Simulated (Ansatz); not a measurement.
# Ba on Co(0001): change of the work function, part 2 of 4

Aim: the work function of Co(0001) at several coverages of Ba (fcc site), and the dipole that each adsorbate carries.

Ansatz 0.2.0; plane-wave DFT, PBE, Ansatz PAW.

So far, work function, upper face (eV): step 2 (the clean slab) 4.93.

### Step 3. Adsorbate added, k-mesh 4×4×1, coverage 0.111 ML

System of this step: Ba/Co(0001). The cell holds 37 atoms: 36 Co and 1 Ba. Its edges and angles: a = 7.530 Å, b = 7.530 Å, c = 27.226 Å, α = 90.0°, β = 90.0°, γ = 60.0°. Vacuum lies along c.

The clean slab as it ended is repeated in the plane and the adsorbate is set on one face; the cell's size fixes the coverage, and the k-mesh shrinks with it to keep the sampling density about even. Adsorbate and upper layers relax, since the dipole depends on the height.

input.yaml

```yaml
crystal:
  lattice:
    - [7.53, 0.0, 0.0]
    - [3.765, 6.5211712905, 0.0]
    - [0.0, 0.0, 27.2258500873]
  atoms:
    - { symbol: Co, position: [0.2222222222, 0.2222222222, 0.3305681906], spin: 1.82 }
    - { symbol: Co, position: [0.0, 0.0, 0.4053357366], spin: 1.76 }
    - { symbol: Co, position: [0.2222222222, 0.2222222222, 0.4804631286], spin: 1.74 }
    - { symbol: Co, position: [0.0, 0.0, 0.5519181601], spin: 1.79 }
    - { symbol: Co, position: [0.2222222222, 0.5555555556, 0.3305681906], spin: 1.82 }
    - { symbol: Co, position: [0.0, 0.3333333333, 0.4053357366], spin: 1.76 }
    - { symbol: Co, position: [0.2222222222, 0.5555555556, 0.4804631286], spin: 1.74 }
    - { symbol: Co, position: [0.0, 0.3333333333, 0.5519181601], spin: 1.79 }
    - { symbol: Co, position: [0.2222222222, 0.8888888889, 0.3305681906], spin: 1.82 }
    - { symbol: Co, position: [0.0, 0.6666666667, 0.4053357366], spin: 1.76 }
    - { symbol: Co, position: [0.2222222222, 0.8888888889, 0.4804631286], spin: 1.74 }
    - { symbol: Co, position: [0.0, 0.6666666667, 0.5519181601], spin: 1.79 }
    - { symbol: Co, position: [0.5555555556, 0.2222222222, 0.3305681906], spin: 1.82 }
    - { symbol: Co, position: [0.3333333333, 0.0, 0.4053357366], spin: 1.76 }
    - { symbol: Co, position: [0.5555555556, 0.2222222222, 0.4804631286], spin: 1.74 }
    - { symbol: Co, position: [0.3333333333, 0.0, 0.5519181601], spin: 1.79 }
    - { symbol: Co, position: [0.5555555556, 0.5555555556, 0.3305681906], spin: 1.82 }
    - { symbol: Co, position: [0.3333333333, 0.3333333333, 0.4053357366], spin: 1.76 }
    - { symbol: Co, position: [0.5555555556, 0.5555555556, 0.4804631286], spin: 1.74 }
    - { symbol: Co, position: [0.3333333333, 0.3333333333, 0.5519181601], spin: 1.79 }
    - { symbol: Co, position: [0.5555555556, 0.8888888889, 0.3305681906], spin: 1.82 }
    - { symbol: Co, position: [0.3333333333, 0.6666666667, 0.4053357366], spin: 1.76 }
    - { symbol: Co, position: [0.5555555556, 0.8888888889, 0.4804631286], spin: 1.74 }
    - { symbol: Co, position: [0.3333333333, 0.6666666667, 0.5519181601], spin: 1.79 }
    - { symbol: Co, position: [0.8888888889, 0.2222222222, 0.3305681906], spin: 1.82 }
    - { symbol: Co, position: [0.6666666667, 0.0, 0.4053357366], spin: 1.76 }
    - { symbol: Co, position: [0.8888888889, 0.2222222222, 0.4804631286], spin: 1.74 }
    - { symbol: Co, position: [0.6666666667, 0.0, 0.5519181601], spin: 1.79 }
    - { symbol: Co, position: [0.8888888889, 0.5555555556, 0.3305681906], spin: 1.82 }
    - { symbol: Co, position: [0.6666666667, 0.3333333333, 0.4053357366], spin: 1.76 }
    - { symbol: Co, position: [0.8888888889, 0.5555555556, 0.4804631286], spin: 1.74 }
    - { symbol: Co, position: [0.6666666667, 0.3333333333, 0.5519181601], spin: 1.79 }
    - { symbol: Co, position: [0.8888888889, 0.8888888889, 0.3305681906], spin: 1.82 }
    - { symbol: Co, position: [0.6666666667, 0.6666666667, 0.4053357366], spin: 1.76 }
    - { symbol: Co, position: [0.8888888889, 0.8888888889, 0.4804631286], spin: 1.74 }
    - { symbol: Co, position: [0.6666666667, 0.6666666667, 0.5519181601], spin: 1.79 }
    - { symbol: Ba, position: [0.1111111111, 0.1111111111, 0.6694318094] }
magnetization:
  spin_polarized: true
kpoints:
  mp_grid: { grid: [4, 4, 1] }
hamiltonian:
  xc: pbe
scf:
  occupations: { method: fermi_dirac, width: 0.1 }
  convergence: { dr2_threshold: 1.0e-08 }
efield:
  axis: 3
  dipole_correction: true
  ramp_position: 0.97
  ramp_width: 0.06
relax:
  f_tol: 0.02
  max_steps: 60
  constraints:
    - { sites: [0, 1, 4, 5, 8, 9, 12, 13, 16, 17, 20, 21, 24, 25, 28, 29, 32, 33] }
output:
  write_potential: true
  write_density: true
  volumetric_format: npy
```

Launch:

```bash
$ ansatz run input.yaml --threads 4 --pin off --max-ram 16384MiB --backend cpu --events-out ev --progress --plain --runs-dir out
```

Log:

```text
[...]
Crystal: 37 atoms, lattice volume = 1336.910 Å³
Basis set: ecut = 420 eV, 26191 PW (Γ), exchange–correlation on 108×108×384 points (8 copies of the dense FFT grid, shifted against one another)
Bands: 412, of which v1, the nominal top of the filled ones, is band 311 counted from 1 (310 counted from 0)
Symmetry: 6 space group operations
k-points: 4 of 16 (time reversal used)
[...]
Starting moments: Σ|m| = 63.99 μB on 36 of 37 sites
[...]
SCF iter   1: F=—  HF=-190466.127259 eV  |F-HF|=—  |Δ(HF+E_count)|=         —  Δρ=4.31e-2 (↑9.64e-3 ↓4.31e-2)  dr2=7.14e1  dr2_m=5.00e0  M=62.575 μB ∫|m|=64.721 μB  β_m=1.00  ethr=3.10e-3  p=0.000 e·Å  D=2.03e-6 V/Å  ΔV_dip=-0.00 eV  dr2_dipole=3.87e0  V_vac-E_F(+/−)=7.36/7.36 eV  ⟨swp⟩=9.2  Hψ=16802  notcnv=0  defer=333
[...]
SCF iter  21: F=-190479.166690 eV  HF=-190479.166690 eV  |F-HF|=1.89e-9  |Δ(HF+E_count)|=  2.91e-11  Δρ=2.89e-7 (↑1.42e-7 ↓2.89e-7)  dr2=3.43e-9  dr2_m=3.09e-10  M=61.216 μB ∫|m|=67.406 μB  ethr=1.61e-12  p=0.789 e·Å  D=1.07e-1 V/Å  ΔV_dip=-2.91 eV  dr2_dipole=3.18e-10  V_vac-E_F(+/−)=2.07/4.97 eV  ⟨swp⟩=6.8  Hψ=19882  notcnv=0
SCF 1 converged in 21 iterations: F = -190479.166690 eV  dr2 = 3.43e-9
[...]
relax step   1: F+E_penalty+E_count = -190479.16668980 eV  Δ(F+E_penalty+E_count) = +0.000e0 eV  max|allowed force component| = 1.685e0 eV/Å  Δτ_max = 0.0000 Å  (21 SCF iters, accepted)
[...]
SCF iter  16: F=-190479.495227 eV  HF=-190479.495227 eV  |F-HF|=5.97e-9  |Δ(HF+E_count)|=   2.27e-9  Δρ=5.52e-7 (↑1.69e-7 ↓5.52e-7)  dr2=6.74e-9  dr2_m=6.31e-10  M=61.012 μB ∫|m|=67.277 μB  ethr=1.00e-12  p=0.852 e·Å  D=1.15e-1 V/Å  ΔV_dip=-3.14 eV  dr2_dipole=7.11e-10  V_vac-E_F(+/−)=1.83/4.97 eV  ⟨swp⟩=5.8  Hψ=19181  notcnv=0
SCF 2 converged in 16 iterations: F = -190479.495227 eV  dr2 = 6.74e-9
[...]
relax step   2: F+E_penalty+E_count = -190479.49522715 eV  Δ(F+E_penalty+E_count) = -3.285e-1 eV  max|allowed force component| = 1.523e0 eV/Å  Δτ_max = 0.1964 Å  (16 SCF iters, accepted)
SCF iter   1: F=—  HF=-190479.790755 eV  |F-HF|=—  |Δ(HF+E_count)|=         —  Δρ=2.28e-3 (↑1.20e-3 ↓2.28e-3)  dr2=4.14e-1  dr2_m=2.62e-2  M=60.937 μB ∫|m|=67.327 μB  β_m=1.00  ethr=2.12e-4  p=0.852 e·Å  D=1.15e-1 V/Å  ΔV_dip=-3.14 eV  dr2_dipole=9.37e-2  V_vac-E_F(+/−)=1.85/4.99 eV  ⟨swp⟩=8.2  Hψ=10478  notcnv=0  defer=235
[...]
SCF iter  13: F=-190479.768462 eV  HF=-190479.768462 eV  |F-HF|=2.88e-9  |Δ(HF+E_count)|=   8.91e-9  Δρ=5.03e-7 (↑3.03e-7 ↓5.03e-7)  dr2=7.77e-9  dr2_m=2.85e-10  M=60.861 μB ∫|m|=67.235 μB  ethr=1.59e-12  p=0.891 e·Å  D=1.21e-1 V/Å  ΔV_dip=-3.28 eV  dr2_dipole=7.91e-11  V_vac-E_F(+/−)=1.69/4.97 eV  ⟨swp⟩=6.4  Hψ=21669  notcnv=0
SCF 3 converged in 13 iterations: F = -190479.768462 eV  dr2 = 7.77e-9
[...]
relax step   3: F+E_penalty+E_count = -190479.76846238 eV  Δ(F+E_penalty+E_count) = -2.732e-1 eV  max|allowed force component| = 1.051e0 eV/Å  Δτ_max = 0.1954 Å  (13 SCF iters, accepted)
[...]
relax step   4: F+E_penalty+E_count = -190479.90693302 eV  Δ(F+E_penalty+E_count) = -1.385e-1 eV  max|allowed force component| = 2.604e-1 eV/Å  Δτ_max = 0.1950 Å  (14 SCF iters, accepted)
[...]
relax step   5: F+E_penalty+E_count = -190479.91798786 eV  Δ(F+E_penalty+E_count) = -1.105e-2 eV  max|allowed force component| = 1.665e-1 eV/Å  Δτ_max = 0.1455 Å  (16 SCF iters, accepted)
[...]
relax step   6: F+E_penalty+E_count = -190479.93527993 eV  Δ(F+E_penalty+E_count) = -1.729e-2 eV  max|allowed force component| = 3.335e-2 eV/Å  Δτ_max = 0.0473 Å  (15 SCF iters, accepted)
SCF iter   1: F=—  HF=-190479.934965 eV  |F-HF|=—  |Δ(HF+E_count)|=         —  Δρ=1.81e-4 (↑1.40e-4 ↓1.81e-4)  dr2=5.75e-4  dr2_m=2.63e-4  M=60.631 μB ∫|m|=67.023 μB  β_m=1.00  ethr=4.20e-7  p=0.857 e·Å  D=1.16e-1 V/Å  ΔV_dip=-3.16 eV  dr2_dipole=6.13e-5  V_vac-E_F(+/−)=1.81/4.97 eV  ⟨swp⟩=3.0  Hψ=6510  notcnv=0  defer=373
[...]
SCF iter  13: F=-190479.935602 eV  HF=-190479.935602 eV  |F-HF|=1.86e-9  |Δ(HF+E_count)|=  8.73e-10  Δρ=3.18e-7 (↑3.30e-8 ↓3.18e-7)  dr2=1.85e-9  dr2_m=3.19e-10  M=60.626 μB ∫|m|=67.017 μB  ethr=1.00e-12  p=0.855 e·Å  D=1.16e-1 V/Å  ΔV_dip=-3.15 eV  dr2_dipole=1.44e-10  V_vac-E_F(+/−)=1.82/4.97 eV  ⟨swp⟩=6.1  Hψ=17970  notcnv=0
SCF 7 converged in 13 iterations: F = -190479.935602 eV  dr2 = 1.85e-9
relax step   7: F+E_penalty+E_count = -190479.93560184 eV  Δ(F+E_penalty+E_count) = -3.219e-4 eV  max|allowed force component| = 2.850e-3 eV/Å  Δτ_max = 0.0059 Å  (13 SCF iters, accepted)
NSCF: frozen V_eff on 4 k-points
[...]
SCF converged after 13 iterations
Magnetization: 60.6264 μB (341.3132 up, 280.6868 down)
Absolute magnetization: 67.0346 μB (∫|ρ↑−ρ↓|, with the PAW one-centre terms)
[...]
Per-site moments (μB) at R_I (Å): [(1.822511, 1.030734), (1.752637, 1.030218), (1.715015, 0.998851), (1.605298, 0.986203), (1.822960, 1.030734), (1.752637, 1.030218), (1.741208, 1.006114), (1.605298, 0.986203), (1.822511, 1.030734), (1.755441, 1.030734), (1.715015, 0.998851), (1.795688, 1.007320), (1.822960, 1.030734), (1.752637, 1.030218), (1.741208, 1.006114), (1.605298, 0.986203), (1.822960, 1.030734), (1.755610,  [...]
Free energy (F): -190479.935602 eV
[...]
Internal energy: -190478.663261 eV  (E = F + TS)
E sigma→0 (E₀):  -190479.299431 eV
Entropy (-TS):   -1.272341 eV (-34.388 meV/atom)
Fermi energy:    3.569791 eV
Dipole field:    D = 0.115776 V/Å  (p = 0.855377 e·Å, saw-weighted, corrected)
Work function:   Φ+ = 1.8170 eV   Φ− = 4.9691 eV
[...]
--- Forces (eV/Å), atoms counted from 1 ---
  atom   1  Co     0.00128660     0.00074282     0.50002741
  atom   2  Co    -0.01096260    -0.00632926    -0.52224888
  atom   3  Co    -0.00076446    -0.00044136     0.00063013
  atom   4  Co     0.00125455     0.00072431    -0.00238362
  atom   5  Co    -0.00009776     0.00005644     0.50128900
  atom   6  Co    -0.00000000     0.01265853    -0.52224888
  atom   7  Co    -0.00098281     0.00056743    -0.00267170
  atom   8  Co     0.00000000    -0.00144863    -0.00238362
  atom   9  Co     0.00000000    -0.00148563     0.50002741
  atom  10  Co     0.02977107    -0.01718833    -0.49540030
  atom  11  Co     0.00000000     0.00088273     0.00063013
  atom  12  Co     0.00001148    -0.00000663    -0.00027683
  atom  13  Co     0.00000000    -0.00011288     0.50128900
  atom  14  Co     0.01096260    -0.00632926    -0.52224888
  atom  15  Co    -0.00000000    -0.00113485    -0.00267170
  atom  16  Co    -0.00125455     0.00072431    -0.00238362
  atom  17  Co     0.00009776     0.00005644     0.50128900
  atom  18  Co     0.03372161     0.01946918    -0.48622364
  atom  19  Co     0.00098281     0.00056743    -0.00267170
  atom  20  Co    -0.00002879    -0.00001662     0.00206800
  atom  21  Co     0.00294380    -0.00169960     0.50340643
  atom  22  Co    -0.00000000    -0.03893836    -0.48622364
  atom  23  Co     0.00148548    -0.00085764     0.00078564
  atom  24  Co     0.00000000     0.00003324     0.00206800
  atom  25  Co    -0.00128660     0.00074282     0.50002741
  atom  26  Co    -0.00000000     0.03437667    -0.49540030
  atom  27  Co     0.00076446    -0.00044136     0.00063013
  atom  28  Co    -0.00000000     0.00001325    -0.00027683
  atom  29  Co     0.00000000     0.00339920     0.50340643
  atom  30  Co    -0.03372161     0.01946918    -0.48622364
  atom  31  Co     0.00000000     0.00171528     0.00078564
  atom  32  Co     0.00002879    -0.00001662     0.00206800
  atom  33  Co    -0.00294380    -0.00169960     0.50340643
  atom  34  Co    -0.02977107    -0.01718833    -0.49540030
  atom  35  Co    -0.00148548    -0.00085764     0.00078564
  atom  36  Co    -0.00001148    -0.00000663    -0.00027683
  atom  37  Ba     0.00000000     0.00000000     0.00285010
  max |Σ_I F_I| component: 1.45e-4 eV/Å
--- Band table (eV; the first three rows and the last of 8) ---
  k-point 0 ↑: bands = [... 307 lower, 2.3877, 2.3877, 2.3950, 2.4099, 2.4100, 2.4262, 2.4305, 2.4305, ... 97 higher]
  k-point 1 ↑: bands = [... 307 lower, 2.4106, 2.4222, 2.4231, 2.4302, 2.4420, 2.4851, 2.4876, 2.5063, ... 97 higher]
  k-point 2 ↑: bands = [... 307 lower, 2.4677, 2.4787, 2.4819, 2.4914, 2.4943, 2.5047, 2.5070, 2.5150, ... 97 higher]
  k-point 3 ↓: bands = [... 307 lower, 4.3506, 4.3862, 4.4229, 4.4280, 4.4498, 4.4654, 4.4732, 4.4796, ... 97 higher]
--- Relaxed structure (7 steps of the walk, 7 accepted, 0 SCFs on fresh bases) ---
  F+E_penalty+E_count = -190479.93560184 eV   max|allowed force component| = 2.850e-3 eV/Å
  atoms:
    - { symbol: Co, position: [0.222222, 0.222222, 0.330568] }
    - { symbol: Co, position: [1.111110e-11, 1.111110e-11, 0.4053357366] }
    - { symbol: Co, position: [0.222783, 0.222783, 0.479951] }
    - { symbol: Co, position: [-0.00213993, -0.00213993, 0.550714] }
    - { symbol: Co, position: [0.222222, 0.555556, 0.330568] }
    - { symbol: Co, position: [1.111108e-11, 0.333333, 0.4053357366] }
    - { symbol: Co, position: [0.222406, 0.555464, 0.480904] }
    - { symbol: Co, position: [-0.00213993, 0.337613, 0.550714] }
    - { symbol: Co, position: [0.222222, 0.888889, 0.330568] }
    - { symbol: Co, position: [-2.222228e-11, 0.666667, 0.4053357366] }
    - { symbol: Co, position: [0.222783, 0.887768, 0.479951] }
    - { symbol: Co, position: [0.000377139, 0.666478, 0.553132] }
    - { symbol: Co, position: [0.555556, 0.222222, 0.330568] }
    - { symbol: Co, position: [0.333333, 1.111110e-11, 0.4053357366] }
    - { symbol: Co, position: [0.555464, 0.222406, 0.480904] }
    - { symbol: Co, position: [0.337613, -0.00213993, 0.550714] }
    - { symbol: Co, position: [0.555556, 0.555556, 0.330568] }
    - { symbol: Co, position: [0.333333, 0.333333, 0.4053357366] }
    - { symbol: Co, position: [0.555464, 0.555464, 0.480904] }
    - { symbol: Co, position: [0.332648, 0.332648, 0.552858] }
    - { symbol: Co, position: [0.555556, 0.888889, 0.330568] }
    - { symbol: Co, position: [0.333333, 0.666667, 0.4053357366] }
    - { symbol: Co, position: [0.557019, 0.888157, 0.480362] }
    - { symbol: Co, position: [0.332648, 0.668038, 0.552858] }
    - { symbol: Co, position: [0.888889, 0.222222, 0.330568] }
    - { symbol: Co, position: [0.666667, -2.222223e-11, 0.4053357366] }
    - { symbol: Co, position: [0.887768, 0.222783, 0.479951] }
    - { symbol: Co, position: [0.666478, 0.000377139, 0.553132] }
    - { symbol: Co, position: [0.888889, 0.555556, 0.330568] }
    - { symbol: Co, position: [0.666667, 0.333333, 0.4053357366] }
    - { symbol: Co, position: [0.888157, 0.557019, 0.480362] }
    - { symbol: Co, position: [0.668038, 0.332648, 0.552858] }
    - { symbol: Co, position: [0.888889, 0.888889, 0.330568] }
    - { symbol: Co, position: [0.666667, 0.666667, 0.4053357366] }
    - { symbol: Co, position: [0.888157, 0.888157, 0.480362] }
    - { symbol: Co, position: [0.666478, 0.666478, 0.553132] }
    - { symbol: Ba, position: [0.111111, 0.111111, 0.644057] }
```

Run time: 47 min. Hardware: 4 threads of Arm Neoverse V1, shared host; peak memory 11 GiB; 3.1 h of CPU time.

Step by step:

| step | energy less that of the first step (eV) | largest force component (eV/Å) |
| --- | --- | --- |
| 1 | 0.0000 | 1.6849 |
| 2 | -0.3285 | 1.5226 |
| 3 | -0.6018 | 1.0512 |
| 4 | -0.7402 | 0.2604 |
| 5 | -0.7513 | 0.1665 |
| 6 | -0.7686 | 0.0333 |
| 7 | -0.7689 | 0.0029 |

The run keeps the 6 symmetry operations that the program found, so distortions that break them were not tested.

The atoms that moved most (Å):

| atom | dx | dy | dz | length |
| --- | --- | --- | --- | --- |
| Ba37 | 0.000 | 0.000 | -0.691 | 0.691 |
| Co4 | -0.024 | -0.014 | -0.033 | 0.043 |
| Co16 | 0.024 | -0.014 | -0.033 | 0.043 |
| Co8 | 0.000 | 0.028 | -0.033 | 0.043 |
| Co12 | 0.002 | -0.001 | 0.033 | 0.033 |
| Co28 | 0.000 | 0.002 | 0.033 | 0.033 |
| Co36 | -0.002 | -0.001 | 0.033 | 0.033 |
| Co20 | -0.008 | -0.004 | 0.026 | 0.027 |

Final coordinates:

```xyz
37
Lattice="7.5300 0.0000 0.0000 3.7650 6.5212 0.0000 0.0000 0.0000 27.2259" Properties=species:S:1:pos:R:3
Co    2.5100    1.4491    9.0000
Co    0.0000    0.0000   11.0356
Co    2.5163    1.4528   13.0671
Co   -0.0242   -0.0140   14.9937
Co    3.7650    3.6229    9.0000
Co    1.2550    2.1737   11.0356
Co    3.7660    3.6223   13.0930
Co    1.2550    2.2016   14.9937
Co    5.0200    5.7966    9.0000
Co    2.5100    4.3474   11.0356
Co    5.0200    5.7893   13.0671
Co    2.5121    4.3462   15.0595
Co    5.0200    1.4491    9.0000
Co    2.5100    0.0000   11.0356
Co    5.0200    1.4503   13.0930
Co    2.5342   -0.0140   14.9937
Co    6.2750    3.6229    9.0000
Co    3.7650    2.1737   11.0356
Co    6.2740    3.6223   13.0930
Co    3.7573    2.1693   15.0520
Co    7.5300    5.7966    9.0000
Co    5.0200    4.3474   11.0356
Co    7.5383    5.7918   13.0783
Co    5.0200    4.3564   15.0520
Co    7.5300    1.4491    9.0000
Co    5.0200    0.0000   11.0356
Co    7.5237    1.4528   13.0671
Co    5.0200    0.0025   15.0595
Co    8.7850    3.6229    9.0000
Co    6.2750    2.1737   11.0356
Co    8.7850    3.6324   13.0783
Co    6.2827    2.1693   15.0520
Co   10.0400    5.7966    9.0000
Co    7.5300    4.3474   11.0356
Co   10.0317    5.7918   13.0783
Co    7.5279    4.3462   15.0595
Ba    1.2550    0.7246   17.5350
```

Read from the output:

| Quantity | Value |
| --- | --- |
| energy at zero smearing | -190479.2994 eV |
| total moment | 60.63 μB |
| work function, upper face | 1.817 eV |
| work function, lower face | 4.969 eV |
| dipole along the normal | 0.8554 e·Å |
| step between the vacuum levels | -3.152 eV |

Running mean over 2.03561 Å of the planar mean; the ramp of the sawtooth is left out. Table of electron's electrostatic potential energy less the Fermi level by z:

| z (Å) | electron's electrostatic potential energy less the Fermi level (eV) |
| --- | --- |
| 3.5 | 4.97 |
| 4.0 | 4.97 |
| 4.5 | 4.97 |
| 5.0 | 4.96 |
| 5.5 | 4.95 |
| 6.0 | 4.91 |
| 6.5 | 4.75 |
| 7.0 | 4.18 |
| 7.5 | 1.92 |
| 8.0 | -3.47 |
| 8.5 | -8.59 |
| 9.0 | -10.3 |
| 9.5 | -10.5 |
| 10.0 | -10.5 |
| 10.5 | -10.5 |
| 11.0 | -10.5 |
| 11.5 | -10.5 |
| 12.0 | -10.5 |
| 12.5 | -10.5 |
| 13.0 | -10.6 |
| 13.5 | -11.0 |
| 14.0 | -11.4 |
| 14.5 | -11.1 |
| 15.0 | -10.4 |
| 15.5 | -9.02 |
| 16.0 | -4.83 |
| 16.5 | -0.597 |
| 17.0 | 0.498 |
| 17.5 | 0.0796 |
| 18.0 | -0.0148 |
| 18.5 | 0.420 |
| 19.0 | 1.06 |
| 19.5 | 1.52 |
| 20.0 | 1.69 |
| 20.5 | 1.76 |
| 21.0 | 1.79 |
| 21.5 | 1.81 |
| 22.0 | 1.81 |
| 22.5 | 1.81 |
| 23.0 | 1.82 |
| 23.5 | 1.82 |
| 24.0 | 1.82 |

Site moment by element, in μB:

| element | atoms | mean | spread (r.m.s.) | least | largest |
| --- | --- | --- | --- | --- | --- |
| Co | 36 | 1.76 | 0.06 | 1.61 | 1.82 |
| Ba | 1 | -0.05 | 0.00 | -0.05 | -0.05 |

The atoms farthest from the mean of their element:

| atom | x, y, z (Å) | site moment (μB) |
| --- | --- | --- |
| Co8 | 1.26, 2.20, 14.99 | 1.61 |
| Co4 | -0.02, -0.01, 14.99 | 1.61 |
| Co16 | 2.53, -0.01, 14.99 | 1.61 |
| Co5 | 3.76, 3.62, 9.00 | 1.82 |
| Co13 | 5.02, 1.45, 9.00 | 1.82 |
| Co17 | 6.28, 3.62, 9.00 | 1.82 |
| Co1 | 2.51, 1.45, 9.00 | 1.82 |
| Co9 | 5.02, 5.80, 9.00 | 1.82 |

The relaxation took 7 steps and lowered the energy by 0.77 eV; the largest force on the free atoms ends at 0.0029 eV/Å.

The covered face has 1.82 eV, -3.11 eV against the clean one; the bare back face has moved by -0.02 eV, a measure of how thin the slab is.

(Part 2 of 4 ends here.)

[Long decimals in the printed logs are rounded to 6 places.]

[Logs are printed without paths, hosts, clocks, repeated set-up lines and the standing remarks that a program may print on its own settings, such as how far it seeks lower states.]

[Hosts, paths, dates, database ids (printed as entryN), source tags and the programs' standing remarks are cut or masked in the printed files.]

[Maps of the electrostatic potential energy from Ansatz leave out the sawtooth potential of an applied field or a dipole correction, so their vacuum need not be flat; planar profiles and work functions include it.]
